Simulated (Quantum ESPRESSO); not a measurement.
# antimonene, 1 layer, rectangular cell, stepped through strain along the first axis, part 2 of 7

Aim: how the results for antimonene, 1 layer, rectangular cell change with strain along the first axis.

Quantum ESPRESSO 7.5; plane-wave DFT, PBE, GBRV ultrasoft pseudopotentials.

So far. Step 2 (Variable-cell relaxation of the reference):  The last row is no step: it is a fresh SCF in the final cell with a new plane-wave basis, +0 meV from the row before.

### Step 3. Relaxation with pw.x, -4 %

The input, m0.relax.in:

```
&control
  prefix = 'm0.relax'
  outdir = './out'
  pseudo_dir = './pseudo'
  nstep = 40
  forc_conv_thr = 0.0003
  calculation = 'relax'
  tstress = .true.
/
&system
  ibrav = 0
  nat = 4
  ntyp = 1
  ecutwfc = 50
  ecutrho = 250
  occupations = 'smearing'
  smearing = 'fd'
  degauss = 0.002
/
&electrons
  conv_thr = 1e-09
  mixing_beta = 0.4
  electron_maxstep = 120
  mixing_mode = 'plain'
/
&ions
/
ATOMIC_SPECIES
  Sb  121.7600  sb_pbe_v1.4.uspp.F.UPF
CELL_PARAMETERS angstrom
  3.95397254304000 0.00000000000000 0.00000000000000
  0.00000000000000 7.13289968800000 0.00000000000000
  0.00000000000000 0.00000000000000 16.65000000000000
ATOMIC_POSITIONS crystal
  Sb  0.500000000000 0.166642869700 0.450828835200
  Sb  0.000000000000 0.666640176400 0.450828367900
  Sb  0.000000000000 0.333359823600 0.549171632100
  Sb  0.500000000000 0.833357130300 0.549171164800
K_POINTS automatic
  8 4 1 0 0 0
```

Run with:

```sh
> OMP_NUM_THREADS=1 mpirun -n 4 pw.x -nk 2 -in m0.relax.in > m0.relax.out
```

Log:

```text
[banner, memory and clock lines left out]
Program PWSCF v.7.5 starts
[citation notice left out]

[...]
Message from routine setup:
[...]
bravais-lattice index     =            0
     lattice parameter (alat)  =       7.4719  a.u.
     unit-cell volume          =    3168.9151 (a.u.)^3
     number of atoms/cell      =            4
     number of atomic types    =            1
     number of electrons       =        60.00
     number of Kohn-Sham states=           36
     kinetic-energy cutoff     =      50.0000  Ry
     charge density cutoff     =     250.0000  Ry
     scf convergence threshold =      1.0E-09
     mixing beta               =       0.4000
     number of iterations used =            8  plain     mixing
     energy convergence thresh.=      1.0E-04
     force convergence thresh. =      3.0E-04
     Exchange-correlation=  SLA  PW   PBX  PBC
                           (   1   4   3   4   0   0   0)
     nstep                     =           40

[...]
PseudoPot. # 1 for Sb read from file:
     ./pseudo/sb_pbe_v1.4.uspp.F.UPF
     Pseudo is Ultrasoft + core correction, Zval = 15.0
     Generated by new atomic code, or converted to UPF format
     Using radial grid of  891 points,  6 beta functions with:
                l(1) =   0
                l(2) =   0
                l(3) =   1
                l(4) =   1
                l(5) =   2
                l(6) =   2
     Q(r) pseudized with  8 coefficients,  rinner =    1.350   1.350   1.350
                                                       1.350   1.350

     atomic species   valence    mass     pseudopotential
     Sb               15.00   121.76000     Sb( 1.00)

      4 Sym. Ops., with inversion, found

[...]
number of k points=    15  Fermi-Dirac smearing, width (Ry)=  0.0020
[...]
Dense  grid:   211505 G-vectors     FFT dimensions: (  40,  72, 160)

     Smooth grid:   151329 G-vectors     FFT dimensions: (  36,  64, 144)

     Check: negative core charge=   -0.000004

     Initial potential from superposition of free atoms

     starting charge      55.9999, renormalised to      60.0000

     negative rho (up, down):  4.707E-04 0.000E+00
     Starting wfcs are   36 randomized atomic wfcs

     per-process dynamical memory:   113.4 Mb

     Self-consistent Calculation

     iteration #  1     ecut=    50.00 Ry     beta= 0.40
     Davidson diagonalization with overlap
     ethr =  1.00E-02,  avg # of iterations =  6.9

     negative rho (up, down):  2.824E-05 0.000E+00

     total energy              =    -739.20324456 Ry
     estimated scf accuracy    <       4.44024654 Ry

     iteration #  2     ecut=    50.00 Ry     beta= 0.40
[...]
negative rho (up, down):  1.019E-05 0.000E+00

[...]
total energy              =    -739.73525604 Ry
     estimated scf accuracy    <       0.24499049 Ry

     iteration #  3     ecut=    50.00 Ry     beta= 0.40
[...]
negative rho (up, down):  4.140E-05 0.000E+00

[...]
total energy              =    -739.77908253 Ry
     estimated scf accuracy    <       0.01391655 Ry

     iteration #  4     ecut=    50.00 Ry     beta= 0.40
[...]
negative rho (up, down):  1.243E-04 0.000E+00

[...]
total energy              =    -739.77973838 Ry
     estimated scf accuracy    <       0.00217262 Ry

     iteration #  5     ecut=    50.00 Ry     beta= 0.40
[...]
negative rho (up, down):  9.847E-05 0.000E+00

[...]
total energy              =    -739.77985824 Ry
     estimated scf accuracy    <       0.00004523 Ry

     iteration #  6     ecut=    50.00 Ry     beta= 0.40
[...]
negative rho (up, down):  9.491E-05 0.000E+00

[...]
total energy              =    -739.77987450 Ry
     estimated scf accuracy    <       0.00000577 Ry

     iteration #  7     ecut=    50.00 Ry     beta= 0.40
[...]
negative rho (up, down):  9.703E-05 0.000E+00

[...]
total energy              =    -739.77987530 Ry
     estimated scf accuracy    <       0.00000059 Ry

     iteration #  8     ecut=    50.00 Ry     beta= 0.40
[...]
negative rho (up, down):  9.936E-05 0.000E+00

[...]
total energy              =    -739.77987541 Ry
     estimated scf accuracy    <       0.00000002 Ry

     iteration #  9     ecut=    50.00 Ry     beta= 0.40
[...]
negative rho (up, down):  1.014E-04 0.000E+00

[...]
total energy              =    -739.77987542 Ry
     estimated scf accuracy    <          2.6E-09 Ry

     iteration # 10     ecut=    50.00 Ry     beta= 0.40
[...]
negative rho (up, down):  1.053E-04 0.000E+00

[...]
End of self-consistent calculation

          k = 0.0000 0.0000 0.0000 ( 18977 PWs)   bands (ev):

   -29.7370 -29.7293 -29.7240 -29.6604 -29.6518 -29.6440 -29.6074 -29.6059
   -29.5861 -29.5781 -29.5766 -29.5544 -29.5523 -29.5306 -29.5259 -29.4975
   -29.4905 -29.4483 -29.4339 -29.4304 -12.6700 -10.7802  -8.9177  -7.5036
    -4.2262  -2.7160  -2.4098  -1.8599  -1.1152  -0.8828   0.6495   0.8043
     1.2286   1.7363   2.0149   3.1032

          k = 0.0000 0.1386 0.0000 ( 18934 PWs)   bands (ev):

   -29.7359 -29.7304 -29.7152 -29.6660 -29.6507 -29.6388 -29.6342 -29.6046
   -29.6029 -29.5784 -29.5611 -29.5422 -29.5343 -29.5314 -29.5268 -29.4959
   -29.4924 -29.4586 -29.4334 -29.4309 -12.5028 -11.2934  -8.3256  -7.4923
    -4.3562  -2.4858  -2.2643  -2.2518  -1.7804  -1.2184   0.3985   1.1780
     1.7642   1.8937   2.3304   3.1995

[...]
the Fermi energy is    -0.3538 ev

!    total energy              =    -739.77987543 Ry
     estimated scf accuracy    <          4.3E-10 Ry
     smearing contrib. (-TS)   =      -0.00000000 Ry
     internal energy E=F+TS    =    -739.77987543 Ry

     The total energy is F=E-TS. E is the sum of the following terms:
     one-electron contribution =   -1848.90453792 Ry
     hartree contribution      =     934.75618776 Ry
     xc contribution           =    -176.11337327 Ry
     ewald contribution        =     350.48184801 Ry

     convergence has been achieved in  10 iterations

     negative rho (up, down):  1.053E-04 0.000E+00

     Forces acting on atoms (cartesian axes, Ry/au):

     atom    1 type  1   force =     0.00000000   -0.00682096   -0.01137362
     atom    2 type  1   force =     0.00000000   -0.00683623   -0.01137212
     atom    3 type  1   force =     0.00000000    0.00683623    0.01137212
     atom    4 type  1   force =     0.00000000    0.00682096    0.01137362

     Total force =     0.026531     Total SCF correction =     0.000118

     Computing stress (Cartesian axis) and pressure

     negative rho (up, down):  1.053E-04 0.000E+00
          total   stress  (Ry/bohr**3)                   (kbar)     P=        5.49
   0.00007709   0.00000000   0.00000000           11.34        0.00        0.00
   0.00000000   0.00001520   0.00001340            0.00        2.24        1.97
   0.00000000   0.00001340   0.00001966            0.00        1.97        2.89

     BFGS Geometry Optimization
     Energy error            =      7.0E-04 Ry
     Gradient error          =      1.1E-02 Ry/Bohr

     number of scf cycles    =   1
     number of bfgs steps    =   0

     energy             new  =    -739.7798754264 Ry

     new trust radius        =       0.0132687277 bohr
     new conv_thr            =       0.0000000010 Ry

ATOMIC_POSITIONS (crystal)
Sb               0.5000000000        0.1661368346        0.4504673540
Sb               0.0000000000        0.6661330088        0.4504669344
Sb               0.0000000000        0.3338669912        0.5495330656
Sb               0.5000000000        0.8338631654        0.5495326460

[...]
NEW-OLD atomic charge density approx. for the potential

     Check: negative core charge=   -0.000003

     negative rho (up, down):  1.139E-04 0.000E+00

     per-process dynamical memory:   123.0 Mb

[...]
!    total energy              =    -739.78044655 Ry
[...]
Total force =     0.016665     Total SCF correction =     0.000038
[...]
number of bfgs steps    =   1
[...]
energy             new  =    -739.7804465534 Ry
[...]
new trust radius        =       0.0145956005 bohr
[...]
!    total energy              =    -739.78078072 Ry
[...]
Total force =     0.006607     Total SCF correction =     0.000016
[...]
number of bfgs steps    =   2
[...]
energy             new  =    -739.7807807168 Ry
[...]
new trust radius        =       0.0093166482 bohr
[...]
!    total energy              =    -739.78084637 Ry
[...]
Total force =     0.002320     Total SCF correction =     0.000010
[...]
number of bfgs steps    =   3
[...]
energy             new  =    -739.7808463672 Ry
[...]
new trust radius        =       0.0015979045 bohr
[...]
!    total energy              =    -739.78085158 Ry
[...]
Total force =     0.001728     Total SCF correction =     0.000003
[...]
number of bfgs steps    =   4
[...]
energy             new  =    -739.7808515797 Ry
[...]
new trust radius        =       0.0017576949 bohr
[...]
!    total energy              =    -739.78085570 Ry
[...]
Total force =     0.000836     Total SCF correction =     0.000003
[...]
number of bfgs steps    =   5
[...]
energy             new  =    -739.7808557009 Ry
[...]
new trust radius        =       0.0013978874 bohr
[...]
Self-consistent Calculation

     iteration #  1     ecut=    50.00 Ry     beta= 0.40
     Davidson diagonalization with overlap
     ethr =  1.00E-06,  avg # of iterations =  2.0

     Threshold (ethr) on eigenvalues was too large:
     Diagonalizing with lowered threshold

     Davidson diagonalization with overlap
     ethr =  2.61E-10,  avg # of iterations =  5.0

     negative rho (up, down):  1.035E-04 0.000E+00

     total energy              =    -739.78085682 Ry
     estimated scf accuracy    <       0.00000010 Ry

[...]
iteration #  6     ecut=    50.00 Ry     beta= 0.40
[...]
negative rho (up, down):  1.035E-04 0.000E+00

[...]
End of self-consistent calculation

          k = 0.0000 0.0000 0.0000 ( 18977 PWs)   bands (ev):

   -29.6937 -29.6902 -29.6858 -29.6280 -29.6182 -29.6110 -29.5816 -29.5763
   -29.5523 -29.5520 -29.5461 -29.5250 -29.5209 -29.5034 -29.5033 -29.4775
   -29.4672 -29.4220 -29.4180 -29.4145 -12.5593 -10.6261  -8.9440  -7.5429
    -4.1725  -2.7637  -2.2805  -1.8944  -1.0801  -0.7161   0.7367   0.8667
     1.2223   1.8259   1.9770   3.1087

          k = 0.0000 0.1386 0.0000 ( 18934 PWs)   bands (ev):

   -29.6926 -29.6870 -29.6819 -29.6345 -29.6170 -29.6061 -29.6025 -29.5736
   -29.5732 -29.5508 -29.5326 -29.5159 -29.5069 -29.5038 -29.4995 -29.4755
   -29.4692 -29.4319 -29.4174 -29.4150 -12.3914 -11.1660  -8.3377  -7.5303
    -4.3053  -2.4191  -2.2975  -2.1208  -1.8194  -1.0666   0.4172   1.2349
     1.8078   1.9457   2.2973   2.7613

[...]
the Fermi energy is    -0.2716 ev

!    total energy              =    -739.78085683 Ry
     estimated scf accuracy    <          1.3E-12 Ry
     smearing contrib. (-TS)   =      -0.00000000 Ry
     internal energy E=F+TS    =    -739.78085683 Ry

     The total energy is F=E-TS. E is the sum of the following terms:
     one-electron contribution =   -1840.53346415 Ry
     hartree contribution      =     930.63427435 Ry
     xc contribution           =    -176.08480368 Ry
     ewald contribution        =     346.20313665 Ry

     convergence has been achieved in   6 iterations

     negative rho (up, down):  1.035E-04 0.000E+00

     Forces acting on atoms (cartesian axes, Ry/au):

     atom    1 type  1   force =     0.00000000    0.00001417    0.00002426
     atom    2 type  1   force =     0.00000000    0.00001512    0.00002470
     atom    3 type  1   force =     0.00000000   -0.00001512   -0.00002470
     atom    4 type  1   force =     0.00000000   -0.00001417   -0.00002426

     Total force =     0.000057     Total SCF correction =     0.000003

     Computing stress (Cartesian axis) and pressure

     negative rho (up, down):  1.035E-04 0.000E+00
          total   stress  (Ry/bohr**3)                   (kbar)     P=        3.35
   0.00006118   0.00000000   0.00000000            9.00        0.00        0.00
   0.00000000   0.00000965  -0.00000002            0.00        1.42       -0.00
   0.00000000  -0.00000002  -0.00000252            0.00       -0.00       -0.37

     Energy error            =      1.1E-06 Ry
     Gradient error          =      2.5E-05 Ry/Bohr

     bfgs converged in   7 scf cycles and   6 bfgs steps
     (criteria: energy <  1.0E-04 Ry, force <  3.0E-04 Ry/Bohr)

     End of BFGS Geometry Optimization

     Final energy             =    -739.7808568281 Ry

     File ./out/m0.relax.bfgs deleted, as requested
Begin final coordinates

ATOMIC_POSITIONS (crystal)
Sb               0.5000000000        0.1646852492        0.4499402692
Sb               0.0000000000        0.6646836173        0.4499393599
Sb               0.0000000000        0.3353163827        0.5500606401
Sb               0.5000000000        0.8353147508        0.5500597308
End final coordinates

[...]
```

It took 5 min on 4 MPI ranks of Arm Neoverse V1, shared host; peak memory 1.1 GiB; 20 min of CPU time.

Step by step:

```
step  energy less that of the first step (eV)  largest force (eV/Å)
   1                                   0.0000                0.3412
   2                                  -0.0078                0.2143
   3                                  -0.0123                0.0849
   4                                  -0.0132                0.0299
   5                                  -0.0133                0.0222
   6                                  -0.0133                0.0108
   7                                  -0.0134                0.0007
```

The atoms that moved most (Å):

```
atom     dx      dy      dz  length
 Sb3  0.000   0.014   0.015   0.020
 Sb2  0.000  -0.014  -0.015   0.020
 Sb1  0.000  -0.014  -0.015   0.020
 Sb4  0.000   0.014   0.015   0.020
```

The relaxed structure:

```cif
data_structure
_symmetry_space_group_name_H-M 'P 1'
_symmetry_Int_Tables_number 1
_cell_length_a 3.9540
_cell_length_b 7.1329
_cell_length_c 16.6500
_cell_angle_alpha 90.000
_cell_angle_beta 90.000
_cell_angle_gamma 90.000
_cell_volume 469.58
loop_
_atom_site_label
_atom_site_type_symbol
_atom_site_fract_x
_atom_site_fract_y
_atom_site_fract_z
_atom_site_occupancy
Sb1 Sb 0.50000 0.16469 0.44994 1
Sb2 Sb 0.00000 0.66468 0.44994 1
Sb3 Sb 0.00000 0.33532 0.55006 1
Sb4 Sb 0.50000 0.83531 0.55006 1
```

The relaxation lowers the energy by 3 meV an atom.

Read from the output:

| Property | Result |
| --- | --- |
| free energy | -10065.2313 eV |
| Fermi energy | -0.2716 eV |

[end of part 2 of 7]

[Logs are printed without paths, hosts, clocks, repeated set-up lines and the standing remarks that a program may print on its own settings, such as how far it seeks lower states.]

[Hosts, paths, dates, database ids (printed as entryN), source tags and the programs' standing remarks are cut or masked in the printed files.]

[Maps of the electrostatic potential energy from Ansatz leave out the sawtooth potential of an applied field or a dipole correction, so their vacuum need not be flat; planar profiles and work functions include it.]
